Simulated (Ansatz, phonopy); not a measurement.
# Quasi-harmonic thermodynamics of KF (Carobbiite, Fm-3m), part 3 of 3

How much does KF (Carobbiite) expand with temperature?

What experiment has found for this phase:
- volume expansion coefficient 104.4 1e-6/K and heat capacity C_P per formula unit 49 J/mol/K near room temperature (given in “High-Throughput Prediction of Finite-Temperature Properties using the Quasi-Harmonic Approximation”, 2016, arXiv:1603.06924)
- volume expansion coefficient 95.1 1e-6/K near room temperature (given in “Descriptors for thermal expansion in solids”, 2017, arXiv:1701.03966)

Ansatz 0.2.0; DFT PBE, scalar-relativistic, plane waves, PAW (the session's first sound run).

So far. Step 4 (Relaxing to small residual forces and stress): The residual pressure is 0.0016 GPa, small enough for phonons. Step 5 (Relaxing at another setting): The residual pressure is -0.0098 GPa, small enough for phonons.

In doubt: the dispersion correction can have small steps in the geometry for these elements (step 6), which bears on fits and elastic values.

### Step 6. Phonons on strained cells (continued)

Level of this step: DFT PBE+D3(BJ), scalar-relativistic, plane waves, PAW (Ansatz).

Quasi-harmonic; a, b, c are the run's own cell vectors. Expansion, by row:

```
T (K)  a (Å)  b (Å)  c (Å)  alpha (deg)  beta (deg)  gamma (deg)  cell volume (Å³/cell)  alpha_a (1e-6/K)  alpha_b (1e-6/K)  alpha_c (1e-6/K)  alpha_V (1e-6/K)  C_P (J/mol-atom/K)  C_V (J/mol-atom/K)  S (J/mol-atom/K)  B_T (GPa)  B_S (GPa)  Grueneisen  extrapolation  fit error (1e-6/K)
    0  3.797  3.797  3.797           60          60           60                   38.7                 0                 0                 0                 0                   0                   0                 0      30.99      30.99           -              0                   0
   50  3.797  3.797  3.797           60          60           60                  38.72              8.16              8.16              8.16             24.48               6.971                6.96             2.881      30.86       30.9       1.265              0                0.01
  100    3.8    3.8    3.8           60          60           60                  38.81             23.03             23.03             23.03             69.08               16.62               16.45             11.06       30.2       30.5       1.482              0                0.08
  150  3.805  3.805  3.805           60          60           60                  38.97             30.43             30.43             30.43             91.29               20.93                20.5             18.73      29.33      29.94       1.532              0                0.14
  200  3.812  3.812  3.812           60          60           60                  39.16             34.62             34.62             34.62             103.9               23.03               22.31             25.07      28.39      29.31       1.559              0                0.15
  250  3.819  3.819  3.819           60          60           60                  39.37             37.64             37.64             37.64             112.9               24.27               23.23             30.36      27.41      28.63       1.579              0                 0.1
298.1  3.826  3.826  3.826           60          60           60                  39.59             40.14             40.14             40.14             120.4                25.1               23.74              34.7      26.43      27.95       1.599              0                0.11
  300  3.826  3.826  3.826           60          60           60                   39.6             40.24             40.24             40.24             120.7               25.13               23.75             34.86      26.39      27.92       1.599              0                0.12
  350  3.834  3.834  3.834           60          60           60                  39.85             42.77             42.77             42.77             128.3               25.83               24.08             38.79      25.33      27.17        1.62              0                0.29
  400  3.842  3.842  3.842           60          60           60                  40.12             45.42             45.42             45.42             136.3               26.46               24.29             42.28      24.22      26.39       1.641              0                0.45
  450  3.851  3.851  3.851           60          60           60                   40.4             48.36             48.36             48.36             145.1               27.09               24.44             45.43      23.05      25.56       1.665              0                0.48
  500  3.861  3.861  3.861           60          60           60                   40.7             51.73             51.73             51.73             155.2               27.76               24.54             48.32      21.81      24.67       1.691              0                0.32
  550  3.871  3.871  3.871           60          60           60                  41.03             55.76             55.76             55.76             167.3               28.51               24.62                51      20.48      23.72       1.719              0                0.22
  600  3.883  3.883  3.883           60          60           60                  41.39             60.73             60.73             60.73             182.2               29.41               24.68             53.52      19.05       22.7       1.753              0                0.89
  650  3.895  3.895  3.895           60          60           60                  41.79             67.14             67.14             67.14             201.4               30.52               24.72             55.91      17.47      21.57       1.791              0                1.65
  700  3.909  3.909  3.909           60          60           60                  42.24              75.9              75.9              75.9             227.7               32.01               24.76             58.23      15.71      20.31       1.837              0                1.89
  750  3.925  3.925  3.925           60          60           60                  42.76             88.89             88.89             88.89             266.7               34.19               24.79             60.51      13.68      18.87       1.895              0                0.92
  800  3.945  3.945  3.945           60          60           60                   43.4               111               111               111             333.1               37.86               24.82             62.82      11.24      17.15       1.972              0               25.91
```

The expansion coefficient by temperature; values in 1e-6/K:

```
temperature (K)  volume  principal 1
              0       0            0
             50    24.5         8.16
            100    69.1         23.0
            150    91.3         30.4
            200     104         34.6
            250     113         37.6
            298     120         40.1
            300     121         40.2
            350     128         42.8
            400     136         45.4
            450     145         48.4
            500     155         51.7
            550     167         55.8
            600     182         60.7
            650     201         67.1
            700     228         75.9
            750     267         88.9
            800     333          111
```

At 298 K the volume expansion is 120 × 10⁻⁶/K and B_T is 26.4 GPa. The program raised the cutoff to 487.2 eV by itself: with no cutoff typed, the study takes about 1.16 times the default for its relaxations and scales it with the volume for the phonons.

### Step 7. Free-energy fit

This step: DFT PBE+D3(BJ), scalar-relativistic, plane waves, PAW (phonopy 4.10.0).

This step gave:

| Quantity | Value |
| --- | --- |
| volume expansion coefficient at 300 K | 120.4 1e-6/K |
| isothermal bulk modulus at 300 K | 26.4 GPa |
| C_P at 300 K | 25.21 J/mol-atom/K |
| Grüneisen parameter at 300 K | 1.596 |

Table of energy (each curve on its own zero) by volume; values in meV/atom:

```
volume (Å³/atom)  static  F at 0 K  F at 300 K  F at 800 K
           19.11       0      2.78        7.95        20.4
           19.40    0.44       2.5        6.52        16.1
           19.63    1.36      2.87        5.94        13.2
           20.16    5.25       5.5        6.33        8.09
           20.70    11.5      10.5        8.89        4.87
           21.26    19.9      17.7        13.4        3.25
           21.84    30.3      26.9        19.7        2.94
```

Phonopy-qha, vinet fit of F(V) at each temperature. Qha vinet, by row:

```
T (K)  fitted volume (Å³/atom)  alpha_V (1e-6/K)  B_T (GPa)  C_P (J/mol-atom/K)  Grueneisen
  100                    19.41             65.29       30.2               16.27         1.4
  150                    19.48             89.64      29.36               20.98       1.506
  200                    19.58               103      28.43               23.14       1.549
  250                    19.69             112.4      27.45               24.36       1.574
  300                     19.8             120.4       26.4               25.21       1.596
  350                    19.92             128.3      25.31               25.89       1.618
  400                    20.06             136.6      24.15               26.52       1.641
  450                     20.2             145.9      22.94               27.15       1.666
  500                    20.35             156.7      21.66               27.82       1.694
  550                    20.52             169.3      20.31               28.59       1.727
  600                     20.7             184.7       18.9                29.5       1.763
  650                     20.9             203.8       17.4               30.62       1.805
  700                    21.12             228.2      15.82               32.05       1.854
  750                    21.38             260.2      14.15               33.95       1.912
```

Table of volume expansion coefficient by temperature; values in 1e-6/K:

```
temperature (K)  phonopy-qha, Vinet  Ansatz's own study
            100                65.3                69.1
            150                89.6                91.3
            200                 103                 104
            250                 112                 113
            300                 120                 121
            350                 128                 128
            400                 137                 136
            450                 146                 145
            500                 157                 155
            550                 169                 167
            600                 185                 182
            650                 204                 201
            700                 228                 228
            750                 260                 267
```

The fit gives a volume expansion of 120 × 10⁻⁶/K at 300 K, against 120 at 298 K from the study itself, whose static fit uses more cells.

### Step 8. Summary of results

| Property | Result |
| --- | --- |
| settings of these figures | PBE+D3(BJ), 487.2 eV, k 8×8×8, q 4×4×4 |
| volume expansion coefficient at 298 K | 120.4 1e-6/K |
| C_P at 298 K | 25.10 J/mol-atom/K |
| entropy at 298 K | 34.70 J/mol-atom/K |
| isothermal bulk modulus at 298 K | 26.43 GPa |
| Grüneisen parameter at 298 K | 1.599 |
| volume at 298 K | 19.80 Å³/atom |
| principal linear expansion coefficients at 298 K | 40.14, 40.14, 40.14 1e-6/K |

**Reading.** Near room temperature KF (Carobbiite) expands by 120 × 10⁻⁶/K in volume by PBE+D3(BJ), with C_P = 25.1 J/(mol K) per mole of atoms and B_T = 26.4 GPa. At some temperatures (first at 800 K) the program's own estimate of the fit error is large against the linear coefficients, so those rows are unreliable. Between 298.15 and 800 K the bulk modulus falls by 57 % and the Grüneisen parameter grows; in this range the quasi-harmonic approximation, which lacks anharmonicity at fixed volume, tends to overshoot. C_P at room temperature is 101 % of the classical 3R an atom; C_V is 95 %, and the rest is expansion work. A measured volume expansion coefficient near room temperature is 104.4 1e-6/K (arXiv:1603.06924); the calculated 120 1e-6/K differs by +15 %. A measured heat capacity per formula unit near room temperature is 49 J/mol/K (arXiv:1603.06924); the calculated 50.2 J/mol/K differs by +2 %. The dispersion term is taken with its C6 weights frozen at the crystal at rest, in the force constants and, in the expansion study, in the energies too.

[Logs are printed without paths, hosts, clocks, repeated set-up lines and the standing remarks that a program may print on its own settings, such as how far it seeks lower states.]

[Hosts, paths, dates, database ids (printed as entryN), source tags and the programs' standing remarks are cut or masked in the printed files.]

[A step with changed settings may run another functional than the one named; its input shows which.]
